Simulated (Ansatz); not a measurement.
# NaLiZnO2: complex band structure, part 2 of 3

Aim: relax a made-up compound, NaLiZnO2, and see how good a tunnel barrier it would be. It is built by putting O for S in the NaLiZnS2 structure of space group P3m1, with the volume rescaled by atomic radii. The parent structure comes from the Materials Project.

Ansatz 0.2.0; PBE DFT, plane waves, PAW files (the session's first sound run).

So far. Step 2 (Cell and atoms at rest): The largest force component on a free atom ends at 0.0029 eV/Å.

The structure was built from a prototype and need not be the compound's stable phase.

## 3. Band edges

The energy window and the wavevectors of the next steps follow from the band edges, so these are searched first, off the mesh as well.

input.yaml reads:

```yaml
crystal:
  lattice:
    - [3.3145372529, 0.0, 0.0]
    - [-1.6572686264, 2.8704734628, 0.0]
    - [0.0, 0.0, 5.8930808146]
  atoms:
    - { symbol: Na, position: [0.0, 0.0, 0.0220079424] }
    - { symbol: Li, position: [0.3333333333, 0.6666666667, 0.3328224198] }
    - { symbol: Zn, position: [0.6666666667, 0.3333333333, 0.620487459] }
    - { symbol: O, position: [0.3333333333, 0.6666666667, 0.7399885369] }
    - { symbol: O, position: [0.6666666667, 0.3333333333, 0.2846936419] }
kpoints:
  mp_grid: { grid: [8, 8, 4] }
  band_path: { path: [VBM, CBM], npoints: 30 }
scf:
  occupations: { method: fixed }
hamiltonian:
  xc: pbe
output:
  eigenvalues: true
  write_potential: true
  write_density: true
  volumetric_format: npy
  elf: true
```

Started as:

```console
$ ansatz run input.yaml --threads 2 --pin off --max-ram 4096MiB --backend cpu --events-out ev --progress --plain --runs-dir out
```

Numbers of over 12 decimals in the logs are rounded to 6 here.

Output:

```text
[...]
Crystal: 5 atoms, lattice volume = 56.068 Å³
Basis set: ecut = 420 eV, 1111 PW (Γ)
Bands: 23, of which v1, the nominal top of the filled ones, is band 18 counted from 1 (17 counted from 0)
Symmetry: 6 space group operations
[...]
k-points: 35 of 256 (time reversal used)
[...]
SCF iter   1: F=—  HF=-6147.777537 eV  |F-HF|=—  |Δ(HF+E_count)|=         —  Δρ=2.72e-3  dr2=8.68e-3  ethr=1.77e-3  ⟨swp⟩=4.9  Hψ=3312  notcnv=0  defer=103
[...]
SCF iter   8: F=-6147.775105 eV  HF=-6147.775105 eV  |F-HF|=1.44e-9  |Δ(HF+E_count)|=   3.49e-8  Δρ=3.90e-6  dr2=8.84e-9  ethr=2.78e-10  ⟨swp⟩=2.3  Hψ=1602  notcnv=0
SCF 1 converged in 8 iterations: F = -6147.775105 eV  dr2 = 8.84e-9
[...]
NSCF: frozen V_eff on 34 k-points
[...]
SCF converged after 8 iterations
Free energy (F): -6147.775105 eV
[...]
Internal energy: -6147.775105 eV  (E = F + TS)
E sigma→0 (E₀):  -6147.775105 eV
Fermi energy:    5.106093 eV
[...]
--- Band table (eV; the first three rows and the last of 35) ---
  k-point 0: bands = [... 14 lower, 4.5015, 4.9474, 5.1061, 5.1061, 6.7092, 12.0888, 12.8846, 17.3883, ... 1 higher]
  k-point 1: bands = [... 14 lower, 4.5288, 4.5288, 5.0786, 5.0786, 7.3645, 11.1939, 13.6089, 16.7251, ... 1 higher]
  k-point 2: bands = [... 14 lower, 4.5592, 4.5592, 5.0483, 5.0483, 8.0096, 10.4792, 14.0993, 16.1516, ... 1 higher]
  k-point 34: bands = [... 14 lower, 3.3904, 3.7098, 4.2156, 4.4646, 11.8081, 12.3949, 13.0851, 13.2307, ... 1 higher]
```

Run time: 6 s. Hardware: 2 threads of Intel Xeon Platinum 8259CL at 2.50GHz (Skylake/Cascade Lake), shared host; peak memory 0.41 GiB.

The column dr2 measures how far the density is from self-consistency, as an energy; F and HF (Harris–Foulkes) agree once it is small.

Numbers from this step:

```yaml
free_energy: -6147.7751 eV
fermi_energy: 5.106 eV
gap_on_the_k_mesh: 1.603 eV
gap_on_path: 1.603 eV, by band count; negative where bands overlap
direct_gap_on_path: 1.603 eV
edge_places_on_path: 0, 0 1/A along the path
```

Levels at VBM (eV): -5.38, -5.38, -5.04, -4.59, -4.59, -3.96, -0.60, -0.60, -0.16, 0.00, 0.00, 1.60, 6.98, 7.78.

ELF in the ac plane at fractional y = 0.333, with atoms of Zn and O within 0.2 Å of it. It is the smooth field of the valence electrons, not physical close to the nuclei.

Values, 24 rows by 14 columns, each cell a mean:
```
0.02 0.03 0.04 0.03 0.02 0.02 0.02 0.02 0.02 0.03 0.02 0.02 0.02 0.02
0.04 0.04 0.04 0.04 0.04 0.04 0.04 0.04 0.04 0.04 0.04 0.04 0.04 0.04
0.12 0.14 0.15 0.15 0.14 0.12 0.09 0.08 0.08 0.09 0.08 0.08 0.08 0.10
0.27 0.34 0.38 0.37 0.32 0.22 0.15 0.12 0.13 0.14 0.13 0.12 0.13 0.17
0.36 0.49 0.54 0.53 0.44 0.28 0.17 0.14 0.16 0.18 0.17 0.15 0.14 0.20
0.36 0.51 0.57 0.55 0.45 0.26 0.16 0.15 0.17 0.17 0.17 0.16 0.14 0.17
0.29 0.47 0.54 0.52 0.40 0.21 0.15 0.13 0.09 0.06 0.07 0.11 0.14 0.15
0.21 0.37 0.46 0.44 0.30 0.16 0.13 0.08 0.02 0.01 0.01 0.04 0.11 0.14
0.15 0.24 0.31 0.30 0.20 0.15 0.13 0.05 0.01 0.00 0.00 0.02 0.10 0.15
0.14 0.16 0.19 0.19 0.15 0.15 0.15 0.07 0.01 0.00 0.00 0.03 0.12 0.16
0.13 0.12 0.12 0.12 0.13 0.15 0.17 0.12 0.05 0.02 0.03 0.08 0.15 0.16
0.12 0.09 0.07 0.08 0.11 0.14 0.16 0.16 0.13 0.10 0.11 0.14 0.16 0.15
0.13 0.07 0.04 0.05 0.10 0.17 0.20 0.22 0.23 0.24 0.24 0.23 0.21 0.19
0.18 0.07 0.03 0.04 0.12 0.28 0.41 0.50 0.56 0.58 0.57 0.53 0.46 0.36
0.28 0.08 0.03 0.04 0.16 0.43 0.63 0.73 0.76 0.75 0.76 0.75 0.69 0.55
0.37 0.10 0.03 0.05 0.22 0.55 0.75 0.80 0.73 0.60 0.66 0.78 0.79 0.69
0.46 0.13 0.04 0.06 0.28 0.64 0.80 0.81 0.63 0.35 0.47 0.74 0.82 0.76
0.48 0.16 0.04 0.07 0.31 0.66 0.81 0.83 0.70 0.49 0.58 0.78 0.83 0.76
0.42 0.14 0.04 0.06 0.26 0.60 0.77 0.82 0.80 0.73 0.76 0.82 0.81 0.70
0.25 0.08 0.03 0.04 0.13 0.42 0.66 0.76 0.79 0.79 0.79 0.78 0.72 0.56
0.07 0.03 0.02 0.02 0.03 0.15 0.38 0.57 0.65 0.68 0.67 0.62 0.48 0.26
0.03 0.04 0.05 0.04 0.02 0.04 0.14 0.31 0.42 0.47 0.45 0.37 0.22 0.08
0.03 0.07 0.10 0.08 0.03 0.02 0.04 0.10 0.18 0.22 0.20 0.14 0.07 0.03
0.03 0.07 0.10 0.08 0.03 0.01 0.02 0.03 0.05 0.06 0.06 0.04 0.02 0.02
```
Columns run along a (3.3 Å), rows up along c (5.9 Å). Atoms in or near the plane, at fractional coordinates: Zn at (0.67, 0.62), O at (0.67, 0.28).

Electrostatic potential energy in the ac plane at fractional y = 0.333, with atoms of Zn and O within 0.2 Å of it. With pseudopotentials it is smooth inside the atoms' cores, unlike the true potential.

Ten even steps from '_' (-37 eV) to '@' (10 eV):
```
@@@@%%%%@@@@@@@@@@@@@@@@@@@@@@@@@@
@@@@@@@@@@@@@@@@@@@@@@@@@@@@@@@@@@
@@@@@@@@@@@@@@@@@@@@@@@@@@@@@@@@@@
@@@@@@@@@@@@@@@@@@@@@@@@@@@@@@@@@@
@@@@@@@@@@@@@@@@@@@@@@@@@@@@@@@@@@
@@@@@@@@@@@@@@@@@@@@%%%%%%%%@@@@@@
@@@@@@@@@@@@@@@@%%##******##%%@@@@
@@@@@@@@@@@@@@%%##++------==++##@@
@@@@@@@@@@@@@@##++--::....::--++%%
@@@@@@@@@@@@%%**--::______..::==##
@@@@@@@@@@@@%%++--..________..--**
%%@@@@@@@@@@%%++--..________::==**
@@@@@@@@@@@@%%**--::______..::==##
@@@@@@@@@@@@@@##++--::....::==**%%
@@@@@@@@@@@@@@%%##++========**%%@@
@@@@@@@@@@@@@@@@@@%%##****##%%@@@@
@@@@@@@@@@@@@@@@@@@@@@@@@@@@@@@@@@
@@@@@@@@@@@@@@@@@@@@##****%%@@@@@@
@@@@@@@@@@@@@@@@@@**--::::==##@@@@
@@@@@@@@@@@@@@@@##--______..==%%@@
@@@@@@@@@@@@@@@@**::________--##@@
@@@@@@@@@@@@@@@@**::________--##@@
@@@@@@@@@@@@@@@@%%--..____..==@@@@
@@@@@@@@@@@@@@@@@@##--::::==%%@@@@
@@@@@@@@@@@@@@@@@@@@%%####@@@@@@@@
@@@@@@@@@@@@@@@@@@@@@@@@@@@@@@@@@@
@@@@@@%%@@@@@@@@@@@@@@@@@@@@@@@@@@
@@%%%%%%%%@@@@@@@@@@@@@@@@@@@@@@@@
@@%%%%%%%%@@@@@@@@@@@@@@@@@@@@@@@@
@@%%%%%%%%@@@@@@@@@@@@@@@@@@@@@@@@
```
Columns run along a (3.3 Å; values clipped at the 3rd and 97th percentile), rows up along c (5.9 Å). Atoms in or near the plane, at fractional coordinates: Zn at (0.67, 0.62), O at (0.67, 0.28).

Valence density in the ac plane at fractional y = 0.333, with atoms of Zn and O within 0.2 Å of it. It is the smooth field of the valence electrons, not physical close to the nuclei.

Ten steps, logarithmic in the rise over the least value, from '_' (0 e/Å³) to '@' (38 e/Å³):
```
__________________________________
__________________________________
__________________________________
__________________________________
__________________________________
____......________________________
__..........______............____
..................::::----::......
................::--==++++==::....
................::==##%%%%**==::..
__________......--++%%@@@@##++::..
____________....--++%%@@@@##==::..
______________..::==**####**--::..
______________..::--======--::..__
________________....::::::::....__
________________......::::....____
________________....::::::......__
______________....::::----::::..__
______________..::--======--::::..
____________....::==++++++++--::..
____________..::--++******++==::..
____________..::--++******++==::..
____________....::==++++++++--::..
______________..::--======--::....
________________..::::::::::....__
__________________............____
__________________________________
__________________________________
__________________________________
__________________________________
```
Columns run along a (3.3 Å), rows up along c (5.9 Å). Atoms in or near the plane, at fractional coordinates: Zn at (0.67, 0.62), O at (0.67, 0.28).

The searched edges give 1.60 eV, as on the mesh.

## 4. Complex bands, plane (100), k-mesh 8×4×8

This step: PBE DFT, plane waves, PAW files; complex bands by layer matching along the plane's normal (Ansatz 0.2.0).

The same crystal is laid in a cell whose first two vectors span the (100) plane (indices of the standard conventional cell, whose axes can be ordered otherwise than in the bulk input). At fixed energy and wavevector in the plane the solver finds all kz, real and complex. A few wavevectors are listed, (0, 0) and (0.5, 0) in units of the plane's reciprocal vectors; the slowest state needn't be among them.

input.yaml reads:

```yaml
crystal:
  lattice:
    - [3.314537253, 0.0, 0.0]
    - [0.0, 5.893080815, 0.0]
    - [1.657268626, 0.0, 2.870473463]
  atoms:
    - { symbol: Na, position: [0.0, 0.0220079424, 0.0] }
    - { symbol: Li, position: [0.3333333333, 0.3328224198, 0.3333333333] }
    - { symbol: Zn, position: [0.6666666667, 0.620487459, 0.6666666667] }
    - { symbol: O, position: [0.3333333333, 0.7399885369, 0.3333333333] }
    - { symbol: O, position: [0.6666666667, 0.2846936419, 0.6666666667] }
kpoints:
  mp_grid: { grid: [8, 4, 8] }
scf:
  occupations: { method: fixed }
hamiltonian:
  xc: pbe
output:
  eigenvalues: true
  transmission:
    leads: [[0, 0]]
    kpoints: [[0.0, 0.0], [0.5, 0.0]]
    e_range: [-1.0, 2.6]
    de: 0.09
```

Output:

```text
[...]
Crystal: 5 atoms, lattice volume = 56.068 Å³
Basis set: ecut = 420 eV, 1111 PW (Γ)
Bands: 23, of which v1, the nominal top of the filled ones, is band 18 counted from 1 (17 counted from 0)
Symmetry: 6 space group operations
[...]
k-points: 35 of 256 (time reversal used)
[...]
SCF iter   1: F=—  HF=-6147.777552 eV  |F-HF|=—  |Δ(HF+E_count)|=         —  Δρ=2.72e-3  dr2=8.68e-3  ethr=1.77e-3  ⟨swp⟩=4.9  Hψ=3299  notcnv=0  defer=103
[...]
SCF iter   8: F=-6147.775105 eV  HF=-6147.775105 eV  |F-HF|=3.24e-10  |Δ(HF+E_count)|=   3.70e-8  Δρ=3.92e-6  dr2=9.11e-9  ethr=2.78e-10  ⟨swp⟩=2.1  Hψ=1596  notcnv=0
SCF 1 converged in 8 iterations: F = -6147.775105 eV  dr2 = 9.11e-9
[...]
transmission: 4 of 8 steps passed
transmission: 8 of 8 steps passed
SCF converged after 8 iterations
Free energy (F): -6147.775105 eV
[...]
Internal energy: -6147.775105 eV  (E = F + TS)
E sigma→0 (E₀):  -6147.775105 eV
Fermi energy:    5.106091 eV
[...]
--- Band table (eV; the first three rows and the last of 35) ---
  k-point 0: bands = [... 14 lower, 4.5015, 4.9474, 5.1061, 5.1061, 6.7092, 12.0888, 12.8846, 17.3883, ... 1 higher]
  k-point 1: bands = [... 14 lower, 4.3480, 4.6732, 4.9091, 5.0340, 7.4872, 12.4267, 12.8646, 16.3693, ... 1 higher]
  k-point 2: bands = [... 14 lower, 3.9775, 4.1029, 4.7365, 4.8651, 8.7940, 12.4988, 13.3470, 15.0546, ... 1 higher]
  k-point 34: bands = [... 14 lower, 3.3904, 3.7098, 4.2156, 4.4646, 11.8081, 12.3949, 13.0851, 13.2307, ... 1 higher]
--- Transmission ---
  basis      : 173 plane waves across, 4 finite elements along
  points     : 2, as listed
  energies   : 41 from -1.000000 to 2.600000 eV about the Fermi level, 0.090000 eV apart; the leads are filled to 0.801553 eV, and channels, transmission and decay are at 0.800000 eV
  crystal 0  : Li1O2Zn1Na1, at the sites [0, 0], period 2.8705 Å: whole cells are its period
    offset         : up to 0.0000 Å between an atom of the period and one for which it stands
    channels       : 0.000000e0 a spin
    conductance    : none, the energies end too early or step too widely for 300 K: set another output.transmission.e_range or a lower de, or, where they end at an eighth of basis.ecutwfc, a higher one
    slowest decay  : 0.1743 /Å at (0.0000, 0.0000)
```

It took 12 s on 2 threads; peak memory 0.54 GiB; 23 s of CPU time.

This step gave:

* level to which the leads are filled: 0.8016 eV from the Fermi level
* decay constant at the filling level, zone centre: 0.1743 Å⁻¹
* decay constant at the filling level, slowest listed point: 0.1743 Å⁻¹

K parallel (0, 0); values up to 1.5 1/Å, a degenerate pair printed once or twice; energies at which all values exceed this have no row. Im kz of the slowest decaying states against energy, zero at the highest filled level on the SCF mesh:

```csv
energy (eV),decay 1 (Å⁻¹),decay 2 (Å⁻¹),decay 3 (Å⁻¹),decay 4 (Å⁻¹)
-1.00,0.103,0.685,1.06,1.23
-0.73,0.505,1.07,1.22,1.42
-0.46,0.137,0.253,1.06,1.21
-0.19,0.203,0.409,1.05,1.19
-0.01,0.375,0.476,1.03,1.18
0.26,0.139,0.403,0.472,0.541
0.53,0.169,0.450,0.611,1.07
0.80,0.174,0.489,0.683,1.08
1.07,0.161,0.521,0.736,1.09
1.34,0.124,0.547,0.778,1.07
1.61,0.566,0.812,1.03,1.11
1.79,0.577,0.831,1.00,1.11
2.06,0.590,0.856,0.966,1.12
2.33,0.599,0.876,0.929,1.13
2.60,0.604,0.893,0.895,1.13
```

K parallel (0, 0). Re kz of states that move upwards against energy, zero at the highest filled level on the SCF mesh:

```csv
energy (eV),channel 1 (Å⁻¹),channel 2 (Å⁻¹),channel 3 (Å⁻¹),channel 4 (Å⁻¹)
-1.00,-0.545,-0.461,-0.232,-
-0.82,-0.919,-0.457,-0.327,-0.168
-0.73,-0.849,-0.414,-0.245,-0.127
-0.55,-0.712,-0.329,-,-
-0.46,-0.998,-0.635,-0.286,-
-0.28,-0.605,-0.434,-0.200,-
-0.10,-0.325,-0.106,-,-
-0.01,-0.0962,-0.0304,-,-
0.17,-,-,-,-
0.26,-,-,-,-
0.44,-,-,-,-
0.62,-,-,-,-
0.71,-,-,-,-
0.89,-,-,-,-
0.98,-,-,-,-
1.16,-,-,-,-
1.34,-,-,-,-
1.43,-,-,-,-
1.61,0.0221,-,-,-
1.70,0.0835,-,-,-
1.88,0.147,-,-,-
2.06,0.197,-,-,-
2.15,0.219,-,-,-
2.33,0.262,-,-,-
2.42,0.282,-,-,-
2.60,0.322,-,-,-
```

K parallel (0.5, 0); values up to 1.5 1/Å, a degenerate pair printed once or twice; energies at which all values exceed this have no row. The Im kz of the slowest decaying states by energy, zero at the highest filled level on the SCF mesh:

```csv
energy (eV),decay 1 (Å⁻¹),decay 2 (Å⁻¹),decay 3 (Å⁻¹),decay 4 (Å⁻¹)
-1.00,0.156,0.265,0.486,1.37
-0.82,0.210,0.518,1.39,-
-0.73,0.222,0.530,1.40,-
-0.55,0.459,0.553,1.42,-
-0.46,0.0652,0.509,0.564,1.43
-0.28,0.276,0.583,0.586,1.45
-0.10,0.355,0.608,0.637,1.46
-0.01,0.381,0.619,0.660,1.46
0.17,0.42,0.638,0.700,1.47
0.26,0.435,0.647,0.718,1.47
0.44,0.458,0.664,0.749,1.48
0.62,0.475,0.679,0.777,1.48
0.71,0.482,0.686,0.789,1.49
0.89,0.493,0.697,0.812,1.49
0.98,0.498,0.702,0.823,1.49
1.16,0.505,0.711,0.843,1.49
1.34,0.511,0.719,0.861,1.49
1.43,0.513,0.722,0.869,1.49
1.61,0.516,0.727,0.886,1.48
1.70,0.518,0.729,0.893,1.48
1.88,0.519,0.732,0.908,1.47
2.06,0.519,0.734,0.922,1.47
2.15,0.519,0.735,0.929,1.46
2.33,0.517,0.735,0.942,1.46
2.42,0.516,0.734,0.948,1.45
2.60,0.513,0.733,0.961,1.44
```

At the listed wavevectors the last open channel is at -0.01 eV and the next at +1.61 eV on the grid. At +0.80 eV, the grid energy nearest the filling level (the middle of the gap on the SCF mesh), the slowest state at the listed wavevectors decays with κ = 0.174 Å⁻¹, its amplitude falling by e over 5.7 Å. Through 1 nm of this crystal that state's transmission falls by exp(−2 × 0.174 Å⁻¹ × 10 Å) = 0.031.

## 5. Decay over the two-dimensional zone

The listed points could miss the slowest state, so one energy near mid-gap is solved on a mesh of 10×4.

input.yaml: that of step 4 with these lines changed.

```diff
@@ -19,6 +19,2 @@
   eigenvalues: true
-  transmission:
-    leads: [[0, 0]]
-    kpoints: [[0.0, 0.0], [0.5, 0.0]]
-    e_range: [-1.0, 2.6]
-    de: 0.09
+  transmission: { leads: [[0, 0]], kmesh: [10, 4], e_range: [0.8, 0.81], de: 0.05 }
```

Output:

```text
[...]
Crystal: 5 atoms, lattice volume = 56.068 Å³
Basis set: ecut = 420 eV, 1111 PW (Γ)
Bands: 23, of which v1, the nominal top of the filled ones, is band 18 counted from 1 (17 counted from 0)
Symmetry: 6 space group operations
[...]
k-points: 35 of 256 (time reversal used)
[...]
SCF iter   1: F=—  HF=-6147.777552 eV  |F-HF|=—  |Δ(HF+E_count)|=         —  Δρ=2.72e-3  dr2=8.68e-3  ethr=1.77e-3  ⟨swp⟩=4.9  Hψ=3299  notcnv=0  defer=103
[...]
SCF iter   8: F=-6147.775105 eV  HF=-6147.775105 eV  |F-HF|=3.24e-10  |Δ(HF+E_count)|=   3.70e-8  Δρ=3.92e-6  dr2=9.11e-9  ethr=2.78e-10  ⟨swp⟩=2.1  Hψ=1596  notcnv=0
SCF 1 converged in 8 iterations: F = -6147.775105 eV  dr2 = 9.11e-9
[...]
transmission: 16 of 72 steps passed
transmission: 32 of 72 steps passed
[...]
transmission: 72 of 72 steps passed
SCF converged after 8 iterations
Free energy (F): -6147.775105 eV
[...]
Internal energy: -6147.775105 eV  (E = F + TS)
E sigma→0 (E₀):  -6147.775105 eV
Fermi energy:    5.106091 eV
[...]
--- Band table (eV; the first three rows and the last of 35) ---
  k-point 0: bands = [... 14 lower, 4.5015, 4.9474, 5.1061, 5.1061, 6.7092, 12.0888, 12.8846, 17.3883, ... 1 higher]
  k-point 1: bands = [... 14 lower, 4.3480, 4.6732, 4.9091, 5.0340, 7.4872, 12.4267, 12.8646, 16.3693, ... 1 higher]
  k-point 2: bands = [... 14 lower, 3.9775, 4.1029, 4.7365, 4.8651, 8.7940, 12.4988, 13.3470, 15.0546, ... 1 higher]
  k-point 34: bands = [... 14 lower, 3.3904, 3.7098, 4.2156, 4.4646, 11.8081, 12.3949, 13.0851, 13.2307, ... 1 higher]
--- Transmission ---
  basis      : 173 plane waves across, 4 finite elements along
  points     : 18, standing for a mesh of 10 x 4
  energies   : 1 from 0.800000 to 0.800000 eV about the Fermi level; the leads are filled to 0.801553 eV, and channels, transmission and decay are at 0.800000 eV
[...]
channels       : 0.000000e0 a spin
    conductance    : none, crystal 0 has no channel at the energies, or these end too early or step too widely for 300 K: set another output.transmission.e_range or a lower de, or, where they end at an eighth of basis.ecutwfc, a higher one
    slowest decay  : 0.1743 /Å at (0.0000, 0.0000)
```

It took 9.2 s on 2 threads; peak memory 0.54 GiB.

Numbers from this step:

| Property | Result |
| --- | --- |
| least decay constant on the mesh | 0.1743 Å⁻¹ |

Slowest decay constant (1/Å; 0 where a channel is open) over k1 and k2. At 0.8000 eV from the Fermi level.

Ten even steps from '_' (0.174) to '@' (0.488):
```
@@@@@@%%++::++%%@@@@
@@@@@@%%::__::%%@@@@
@@@@@@%%++::++%%@@@@
@@@@@@@@**--**@@@@@@
```
Columns: k1 (b1) from -0.5 to 0.4; rows upwards: k2 (b2) from -0.5 to 0.25.

The least value on the mesh is 0.174 Å⁻¹ at +0.80 eV. At that energy the listed points give about 0.174 Å⁻¹ by interpolation, so the mesh holds no clearly slower state.

(Continued in part 3 of 3.)

[Logs are printed without paths, hosts, clocks, repeated set-up lines and the standing remarks that a program may print on its own settings, such as how far it seeks lower states.]

[Hosts, paths, dates, database ids (printed as entryN), source tags and the programs' standing remarks are cut or masked in the printed files.]
